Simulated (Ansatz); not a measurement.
# K2YInBr6 (double perovskite (elpasolite)) (Fm-3m): band gap by G0W0 on LDA, part 2 of 3

Aim: the quasiparticle gap of K2YInBr6 (double perovskite (elpasolite)) (Fm-3m), starting from LDA.

Ansatz 0.2.0; LDA, then G0W0 on it, plane waves, PAW. Known limits of the many-body steps: finite bands, screening cutoff and k mesh; no spin-orbit coupling in G0W0; d shells not analysed; screening cutoff under 40 eV in some runs.

So far: The structure; Relaxation. The relaxed cell has a = 11.413 Å (conventional setting).

The structure was built from a prototype and need not be the compound's stable phase.

**3. The LDA band structure**

Level of this step: DFT, LDA, plane waves, PAW (Ansatz).

Levels along a band path and on the mesh show where this functional puts the band edges.

input.yaml

```yaml
crystal:
  lattice:
    - [0.0, 5.7062557021, 5.7062557021]
    - [5.7062557021, 0.0, 5.7062557021]
    - [5.7062557021, 5.7062557021, 0.0]
  atoms:
    - { symbol: K, position: [0.25, 0.25, 0.25] }
    - { symbol: K, position: [0.75, 0.75, 0.75] }
    - { symbol: In, position: [0.0, 0.0, 0.0] }
    - { symbol: "Y", position: [0.5, 0.5, 0.5] }
    - { symbol: Br, position: [0.2615945249, 0.7384054751, 0.7384054751] }
    - { symbol: Br, position: [0.2615945249, 0.7384054751, 0.2615945249] }
    - { symbol: Br, position: [0.7384054751, 0.2615945249, 0.7384054751] }
    - { symbol: Br, position: [0.7384054751, 0.2615945249, 0.2615945249] }
    - { symbol: Br, position: [0.7384054751, 0.7384054751, 0.2615945249] }
    - { symbol: Br, position: [0.2615945249, 0.2615945249, 0.7384054751] }
kpoints:
  mp_grid: { grid: [4, 4, 4] }
  band_path:
    path:
      - [[0.0, 0.0, 0.0], [0.5, 0.0, 0.5], [0.625, 0.25, 0.625]]
      - [[0.375, 0.375, 0.75], [0.0, 0.0, 0.0], [0.5, 0.5, 0.5], [0.5, 0.25, 0.75], [0.5, 0.0, 0.5]]
    npoints: 10
hamiltonian:
  xc: lda
scf:
  occupations: { method: fermi_dirac, width: 0.02 }
  n_extra_bands: 7
output:
  eigenvalues: true
  forces: true
  stress: true
  write_density: true
  write_potential: true
  elf: true
  volumetric_format: npy
```

The run is started by

```bash
$ ansatz run input.yaml --threads 4 --pin off --max-ram 17510MiB --backend cpu --events-out ev --progress --plain --runs-dir out
```

Numbers of over 12 decimals in the logs are rounded to 6 here.

What it wrote:

```text
[...]
Crystal: 10 atoms, lattice volume = 371.607 Å³
Basis set: ecut = 420 eV, 7343 PW (Γ)
Bands: 49, of which v1, the nominal top of the filled ones, is band 42 counted from 1 (41 counted from 0)
Symmetry: 48 space group operations
[...]
k-points: 8 of 64
[...]
SCF iter   1: F=—  HF=-28372.977727 eV  |F-HF|=—  |Δ(HF+E_count)|=         —  Δρ=4.36e-3  dr2=4.92e-2  ethr=1.77e-3  ⟨swp⟩=11.0  Hψ=1707  notcnv=0
[...]
SCF iter   7: F=-28372.966072 eV  HF=-28372.966072 eV  |F-HF|=6.42e-9  |Δ(HF+E_count)|=   4.34e-8  Δρ=1.32e-6  dr2=1.46e-8  ethr=1.19e-10  ⟨swp⟩=15.8  Hψ=3203  notcnv=0
SCF 1 converged in 7 iterations: F = -28372.966072 eV  dr2 = 1.46e-8
[...]
NSCF: frozen V_eff on 62 k-points
SCF converged after 7 iterations
Free energy (F): -28372.966072 eV
[...]
Internal energy: -28372.966072 eV  (E = F + TS)
E sigma→0 (E₀):  -28372.966072 eV
Fermi energy:    4.302628 eV
[...]
--- Forces (eV/Å), atoms counted from 1 ---
  atom   1  K     -0.00000000    -0.00000000     0.00000000
  atom   2  K     -0.00000000     0.00000000     0.00000000
  atom   3  In     0.00000000    -0.00000000    -0.00000000
  atom   4  Y      0.00000000    -0.00000000     0.00000000
  atom   5  Br    -0.00526349    -0.00000000     0.00000000
  atom   6  Br    -0.00000000     0.00526349     0.00000000
  atom   7  Br     0.00000000    -0.00526349    -0.00000000
  atom   8  Br     0.00526349    -0.00000000    -0.00000000
  atom   9  Br     0.00000000     0.00000000    -0.00526349
  atom  10  Br    -0.00000000     0.00000000     0.00526349
  max |Σ_I F_I| component: 3.76e-18 eV/Å
--- Stress (GPa, compression-positive) ---
        0.025771      -0.000000       0.000000
       -0.000000       0.025771      -0.000000
        0.000000      -0.000000       0.025771
  P = ⅓ Tr σ = 0.0258 GPa (0.258 kbar)
--- Band table (eV; the first three rows and the last of 8) ---
  k-point 0: bands = [... 38 lower, 1.4743, 1.4743, 1.4743, 2.2272, 5.2318, 5.8221, 5.8221, 5.8221, ... 3 higher]
  k-point 1: bands = [... 38 lower, 1.3240, 1.3240, 1.3874, 2.8588, 5.5071, 5.8848, 5.9204, 5.9204, ... 3 higher]
  k-point 2: bands = [... 38 lower, 1.1437, 1.1437, 1.2539, 3.3457, 5.4525, 5.9575, 5.9575, 6.6410, ... 3 higher]
  k-point 7: bands = [... 38 lower, 0.8628, 1.2320, 1.2320, 2.8785, 6.0453, 6.0453, 6.3873, 6.4899, ... 3 higher]
```

The job ended after 10 s (4 threads of Arm Neoverse V1, shared host; peak memory 1.1 GiB; 41 s of CPU time).

In the SCF lines HF is the Harris–Foulkes energy and dr2 the Hartree energy of the density residual, in eV; the loop may stop once dr2 is under the threshold and the program's other checks hold. Hψ counts applications of the Hamiltonian.

This step gave:

- pressure: 0.02577 GPa
- filled bands: 42
- gap: 1.886 eV
- valence top at: L
- conduction bottom at: Γ
- least direct gap: 2.107 eV

Over mesh and path the gap is 1.886 eV, from k = (0.500, 0.500, 0.500) to k = Γ. The least direct gap found is 2.107 eV, at k = (0.500, 0.500, 0.500).

Electronic bands along the path, in eV, zero at the top of the highest nominally filled band:

| point | band 39 | band 40 | band 41 | band 42 | band 43 | band 44 | band 45 | band 46 |
| --- | --- | --- | --- | --- | --- | --- | --- | --- |
| Γ | -1.87 | -1.87 | -1.87 | -1.12 | 1.89 | 2.48 | 2.48 | 2.48 |
| halfway | -2.13 | -2.13 | -1.88 | -0.57 | 2.42 | 2.49 | 2.68 | 2.68 |
| X | -2.37 | -2.37 | -1.88 | -0.80 | 2.51 | 3.04 | 3.04 | 3.56 |
| halfway | -2.41 | -2.35 | -1.91 | -0.71 | 2.53 | 2.98 | 3.03 | 3.62 |
| U | -2.31 | -2.29 | -2.00 | -0.51 | 2.53 | 2.85 | 2.98 | 3.56 |
| jump to K | -2.31 | -2.29 | -2.00 | -0.51 | 2.53 | 2.85 | 2.98 | 3.56 |
| halfway | -2.11 | -2.07 | -1.98 | -0.37 | 2.28 | 2.51 | 2.69 | 2.70 |
| Γ | -1.87 | -1.87 | -1.87 | -1.12 | 1.89 | 2.48 | 2.48 | 2.48 |
| halfway | -2.02 | -2.02 | -1.96 | -0.49 | 2.16 | 2.54 | 2.57 | 2.57 |
| L | -2.20 | -2.20 | -2.09 | 0.00 | 2.11 | 2.61 | 2.61 | 3.30 |
| halfway | -2.27 | -2.14 | -2.11 | -0.25 | 2.39 | 2.68 | 2.82 | 3.34 |
| W | -2.48 | -2.11 | -2.11 | -0.47 | 2.70 | 2.70 | 3.04 | 3.14 |
| halfway | -2.43 | -2.33 | -1.95 | -0.64 | 2.56 | 2.91 | 3.04 | 3.50 |
| X | -2.37 | -2.37 | -1.88 | -0.80 | 2.51 | 3.04 | 3.04 | 3.56 |

Valence density in the ac plane of the conventional cell at fractional y = 0.000, with atoms of In and Y and Br within 0.2 Å of it. It is the smooth field of the valence electrons, not physical close to the nuclei.

Ten steps, logarithmic in the rise over the least value, from '_' (0 e/Å³) to '@' (10 e/Å³), each cell a mean:
```
@@##++::::--==++==++++==::==**######++----==++====++==::::--**%%
**==--....::--======--::..::==++++==--..::--========::....::==++
::::..____....::::::........::----::........::::::::..____....::
--::....________________..::--======::..__________________..::::
++==--::________________..--++++++++==::..______________..::====
==++==--..______________::==++--::++==--..______________::==++==
--++==--..______________..--++++++++==::..______________::==++==
++++--::..______________..::--======::..________________..--==++
----::..____......________....::::::..________........__....::--
----......::------::....__..::----::....__..::------::......::--
**++--::::==++++++==--::..::++####**--::..::==++++++==--::::++**
####++----==++--==++==::::==##@@@@%%++::::--++==--==++==--==**##
####++----==++====++==::::--**%%@@##++::::--==++==++++==::==**##
++==--..::--========::....::==++**==--....::--======--::..::==++
--::........::::::::..____....::::::..____....::::::........::--
====::..__________________..::::--::....________________..::--==
++++==::..______________..::====++==--::________________..--++++
::++==--..______________::==++====++==--..______________::==++--
++++==::..______________::==++==--++==--..______________..--++++
====::..________________..--==++++++--::..______________..::--==
::::..________........__....::------::..____......________....::
--::....__..::------::......::------......::------::....__..::--
##**--::..::==++++++==--::::++****++--::::==++++++==--::..::++##
@@%%++::::--++==--==++==--==**######++----==++--==++==::::==##@@
```
Columns run along a (11.4 Å), rows up along c (11.4 Å), edges of the conventional cell, whose origin can differ from the input's. Atoms in or near the plane, at fractional coordinates: In at (0.00, 0.00), In at (0.50, 0.50), Y at (0.50, 0.00), Y at (0.00, 0.50), Br at (0.74, 0.00), Br at (0.24, 0.50), Br at (0.26, 0.00), Br at (0.76, 0.50), Br at (0.50, 0.24), Br at (0.00, 0.74), Br at (0.00, 0.26), Br at (0.50, 0.76).

Electrostatic potential energy in the ac plane of the conventional cell at fractional y = 0.000, with atoms of In and Y and Br within 0.2 Å of it. With pseudopotentials it is smooth inside the atoms' cores, unlike the true potential.

Ten even steps from '_' (-72 eV) to '@' (8 eV), each cell a mean:
```
--==**@@@@@@**..__..++%%%%##==::..--**%%@@##::____--%%@@@@%%++==
**##%%@@@@@@@@##++**%%@@@@%%##++++**%%@@@@@@##****%%@@@@@@@@##**
@@@@@@@@@@@@@@@@@@@@@@@@@@@@@@%%%%%%@@@@@@@@@@@@@@@@@@@@@@@@@@@@
@@@@@@@@@@@@@@@@@@@@@@@@@@@@@@%%##%%@@@@@@@@@@@@@@@@@@@@@@@@@@@@
++##@@@@@@@@@@@@@@@@@@@@@@@@++::..--%%@@@@@@@@@@@@@@@@@@@@@@%%**
__..**@@@@@@@@@@@@@@@@@@@@%%--______**@@@@@@@@@@@@@@@@@@@@%%==__
__..**@@@@@@@@@@@@@@@@@@@@@@++....--##@@@@@@@@@@@@@@@@@@@@%%--__
--**%%@@@@@@@@@@@@@@@@@@@@@@@@####%%@@@@@@@@@@@@@@@@@@@@@@@@##==
%%@@@@@@@@@@@@@@@@@@@@@@@@@@@@@@@@@@@@@@@@@@@@@@@@@@@@@@@@@@@@%%
##%%@@@@@@@@@@@@@@@@@@@@@@@@@@%%%%%%@@@@@@@@@@@@@@@@@@@@@@@@%%%%
--++##%%@@%%++----**@@@@@@%%**++++**%%@@@@@@%%++--==##@@@@%%**==
..::++%%%%**..____::%%@@@@##++----==**%%@@@@++______==%%%%##--..
..--**%%@@##::____--%%@@@@%%++==--==**@@@@@@**..__..++%%%%##==::
++**%%@@@@@@##****%%@@@@@@@@##****##%%@@@@@@@@##++**%%@@@@%%##++
%%%%@@@@@@@@@@@@@@@@@@@@@@@@@@@@@@@@@@@@@@@@@@@@@@@@@@@@@@@@@@%%
##%%@@@@@@@@@@@@@@@@@@@@@@@@@@@@@@@@@@@@@@@@@@@@@@@@@@@@@@@@@@%%
..--%%@@@@@@@@@@@@@@@@@@@@@@%%**++##@@@@@@@@@@@@@@@@@@@@@@@@++::
____**@@@@@@@@@@@@@@@@@@@@%%==____..**@@@@@@@@@@@@@@@@@@@@%%--__
..--##@@@@@@@@@@@@@@@@@@@@%%--____..**@@@@@@@@@@@@@@@@@@@@@@++..
##%%@@@@@@@@@@@@@@@@@@@@@@@@##==--**%%@@@@@@@@@@@@@@@@@@@@@@@@##
@@@@@@@@@@@@@@@@@@@@@@@@@@@@@@%%%%@@@@@@@@@@@@@@@@@@@@@@@@@@@@@@
%%%%@@@@@@@@@@@@@@@@@@@@@@@@%%%%##%%@@@@@@@@@@@@@@@@@@@@@@@@@@%%
++**%%@@@@@@%%++--==##@@@@%%**==--++##%%@@%%++----**@@@@@@%%**++
--==**%%@@@@++______==%%%%##--....::++%%%%**..____::%%@@@@##++--
```
Columns run along a (11.4 Å; values clipped at the 3rd and 97th percentile), rows up along c (11.4 Å), edges of the conventional cell, whose origin can differ from the input's. Atoms in or near the plane, at fractional coordinates: In at (0.00, 0.00), In at (0.50, 0.50), Y at (0.50, 0.00), Y at (0.00, 0.50), Br at (0.74, 0.00), Br at (0.24, 0.50), Br at (0.26, 0.00), Br at (0.76, 0.50), Br at (0.50, 0.24), Br at (0.00, 0.74), Br at (0.00, 0.26), Br at (0.50, 0.76).

**4. One-shot GW**

G0W0 replaces the xc potential by a self-energy built once from the orbitals of the start. Levels are corrected in the window of bands that the input names, at points of the mesh.

This step: G0W0 on LDA, plane waves, PAW.

input.yaml, the sections that differ from step 3:

```yaml
kpoints:
  mp_grid: { grid: [2, 2, 2] }
scf:
  occupations: { method: fixed }
gw:
  n_empty_bands: 1109
  ecut_chi: 120.0
  qp_bands: [v3, c3]
  qp_kpoints: band_edges
  screening: { model: contour_deformation }
# crystal, hamiltonian: as in step 3
# output: removed
```

What it wrote:

```text
[...]
Crystal: 10 atoms, lattice volume = 371.607 Å³
Basis set: ecut = 420 eV, 7343 PW (Γ)
Bands: 52, of which v1, the nominal top of the filled ones, is band 42 counted from 1 (41 counted from 0)
Symmetry: 48 space group operations
[...]
k-points: 3 of 8
[...]
SCF iter   1: F=—  HF=-28372.919723 eV  |F-HF|=—  |Δ(HF+E_count)|=         —  Δρ=4.44e-3  dr2=5.46e-2  ethr=1.77e-3  ⟨swp⟩=5.7  Hψ=536  notcnv=0  defer=17
[...]
SCF iter   7: F=-28372.905736 eV  HF=-28372.905736 eV  |F-HF|=3.64e-9  |Δ(HF+E_count)|=   4.48e-8  Δρ=1.68e-6  dr2=1.42e-8  ethr=1.19e-10  ⟨swp⟩=19.7  Hψ=675  notcnv=0
SCF 1 converged in 7 iterations: F = -28372.905736 eV  dr2 = 1.42e-8
[...]
G₀W₀ screening: q 1/3
[... further progress lines ...]
[...]
SCF converged after 7 iterations
Free energy (F): -28372.905736 eV
[...]
Internal energy: -28372.905736 eV  (E = F + TS)
E sigma→0 (E₀):  -28372.905736 eV
Fermi energy:    3.349094 eV
[...]
--- Band table (eV) ---
  k-point 0: bands = [... 38 lower, 1.4819, 1.4819, 1.4819, 2.2286, 5.2336, 5.8108, 5.8108, 5.8108, ... 6 higher]
  k-point 1: bands = [... 38 lower, 1.1506, 1.1506, 1.2612, 3.3491, 5.4467, 5.9478, 5.9478, 6.6432, ... 6 higher]
  k-point 2: bands = [... 38 lower, 0.9840, 0.9840, 1.4697, 2.5458, 5.8480, 6.3747, 6.3747, 6.9094, ... 6 higher]
--- G₀W₀: contour deformation, 7 samples at zero and on the imaginary axis and 2 off it, 8 q-points, 1109 empty bands' worth ---
  eigenvalues of the whole cell's RPA ε∞ on this k-mesh (on a slab, of 1 + 4πα/V) = 3.9698, 3.9698, 3.9698; static W/v taken at q = 0 is 0.251903
  gw.qp_kpoints: band_edges: 3 of 3 stored k-points solved, in 1 pass; an edge of the gap read off the rows below is read off those points alone
  `?` marks the rows in doubt; gw_qp.tsv's column doubts and the gw_qp event give each row's grounds
    ik  band        ε_KS         Σx   Σc(E_QP)       V_xc       Z   E_QP_lin       E_QP  E_QP is
     0    40      1.4819   -19.6954     2.4023   -16.1852  0.7532     0.3421     0.3740  root
     0    41      1.4819   -19.6954     2.4023   -16.1852  0.7532     0.3421     0.3740  root
     0    42      2.2286   -16.4240     0.6888   -15.1122  0.7658     1.5824     1.6056  root ?
     0    43      5.2336    -3.4158    -3.2641    -7.3840  0.8245     5.9467     5.9377  root
     0    44      5.8108    -7.3097    -4.6196   -12.9650  0.7720     6.8732     6.8465  root
     0    45      5.8108    -7.3097    -4.6196   -12.9650  0.7720     6.8732     6.8465  root
     1    40      1.1506   -19.1522     2.4391   -15.6030  0.7505     0.0065     0.0405  root
     1    41      1.2612   -19.3705     2.4557   -15.7894  0.7512     0.1014     0.1358  root
     1    42      3.3491   -17.8344     0.6863   -16.4629  0.7785     2.6560     2.6640  root
     1    43      5.4467    -6.3912    -4.0725   -11.3874  0.7902     6.3886     6.3704  root
     1    44      5.9478    -7.7800    -4.4940   -13.3063  0.7731     7.0058     6.9801  root
     1    45      5.9478    -7.7800    -4.4940   -13.3063  0.7731     7.0058     6.9801  root
     2    40      0.9840   -19.2646     2.4607   -15.7020  0.7496    -0.1520    -0.1178  root
     2    41      1.4697   -19.6509     2.3997   -16.1441  0.7533     0.3307     0.3627  root
     2    42      2.5458   -16.9761     0.5754   -15.8169  0.7695     1.9537     1.9620  root
     2    43      5.8480    -7.2477    -4.7141   -13.0118  0.7706     6.9260     6.8980  root
     2    44      6.3747    -8.8137    -4.9842   -14.9107  0.7553     7.5225     7.4874  root
     2    45      6.3747    -8.8137    -4.9842   -14.9107  0.7553     7.5225     7.4874  root
```

Run time: 5.4 min. Hardware: 4 threads; peak memory 7 GiB; 21 min of CPU time.

Numbers from this step:

- bands summed: 1151
- RPA ε∞ on this mesh (eigenvalues): 3.970, 3.970, 3.970
- plane waves in the screening matrix: 1067
- q-points in the mesh: 8
- G0W0 gap over the corrected points: 3.274 eV
- k of the valence top: 0, 0, -0.5
- k of the conduction bottom: 0, 0, 0
- starting gap on the mesh: 1.884 eV
- Z at the valence top: 0.7785
- Z at the conduction bottom: 0.8245
- least direct G0W0 gap over the corrected points: 3.706 eV

Over all 3 irreducible mesh points the G0W0 gap is 3.274 eV, from k = (0.000, 0.000, -0.500) to k = Γ. The LDA gap of this run on the mesh is 1.884 eV. The two states that bound the G0W0 gap lie that far apart at the start, so the correction of the gap is 3.274 − 1.884 = +1.390 eV. The start of this run differs from the step before in mesh (4×4×4 and 2×2×2). The program marks 1 of the 18 corrected levels as in doubt (Σc rises), neither edge state among them.

Labels follow the order of the start: v1 is the top filled band, c1 the lowest empty one; levels that stay degenerate share a row, the window can cut a multiplet, doubted levels are not marked in this list, bands outside the window were not corrected, and the list may be a part of the corrected levels. Levels before and after the correction, in eV, zero at the valence-band top of each column:

|  | conduction bottom | valence top |
| --- | --- | --- |
| Kohn-Sham | 1.88 | 0.00 |
| G0W0 | 3.27 | 0.00 |

|  | level | occupation | energy (eV) |
| --- | --- | --- | --- |
| Kohn-Sham | Γ v3-v2 | 2 | -1.867 |
| Kohn-Sham | Γ v1 | 2 | -1.121 |
| Kohn-Sham | Γ c1 | 0 | 1.884 |
| Kohn-Sham | Γ c2-c3 | 0 | 2.462 |
| Kohn-Sham | (0 0 -0.5) v3 | 2 | -2.198 |
| Kohn-Sham | (0 0 -0.5) v2 | 2 | -2.088 |
| Kohn-Sham | (0 0 -0.5) v1 | 2 | 0.000 |
| Kohn-Sham | (0 0 -0.5) c1 | 0 | 2.098 |
| Kohn-Sham | (0 0 -0.5) c2-c3 | 0 | 2.599 |
| G0W0 | Γ v3-v2 | 2 | -2.290 |
| G0W0 | Γ v1 | 2 | -1.058 |
| G0W0 | Γ c1 | 0 | 3.274 |
| G0W0 | Γ c2-c3 | 0 | 4.182 |
| G0W0 | (0 0 -0.5) v3 | 2 | -2.624 |
| G0W0 | (0 0 -0.5) v2 | 2 | -2.528 |
| G0W0 | (0 0 -0.5) v1 | 2 | 0.000 |
| G0W0 | (0 0 -0.5) c1 | 0 | 3.706 |
| G0W0 | (0 0 -0.5) c2-c3 | 0 | 4.316 |

The parts of the quasiparticle energy for the two states that bound the G0W0 gap, in eV on the run's own scale (QP = start + Σx + Σc − Vxc, with Σc at the quasiparticle energy):

```csv
edge,k,band,start,Σx,Σc,Vxc,Z,QP
valence top,"(0.000, 0.000, -0.500)",42,3.349,−17.834,0.686,−16.463,0.778,2.664
conduction bottom,Γ,43,5.234,−3.416,−3.264,−7.384,0.825,5.938
```

(Part 2 of 3 ends here.)

[Paths, hosts, dates, memory and timing lines, banners, echoed tables and standing remarks are left out of the program output.]

[Logs are printed without paths, hosts, clocks, repeated set-up lines and the standing remarks that a program may print on its own settings, such as how far it seeks lower states.]

[Runs of the session that timed out or met a known fault of the program may be left out.]

[Cells called generated may have been cut or substituted from an entry of the Crystallography Open Database or the Materials Project.]

[Hosts, paths, dates, database ids (printed as entryN), source tags and the programs' standing remarks are cut or masked in the printed files.]

[Where an RPA ε∞ is given, it is that of the G0W0 mesh and is not shown converged in it. Names of k-points follow the symmetry that the program found, which can be lower than the space group named. Band edges on a path are those of the sampled points; other points can move an edge, and change direct to indirect where valleys lie close.]

[Hybrid gaps are those of their k-mesh and are not shown converged in it.]
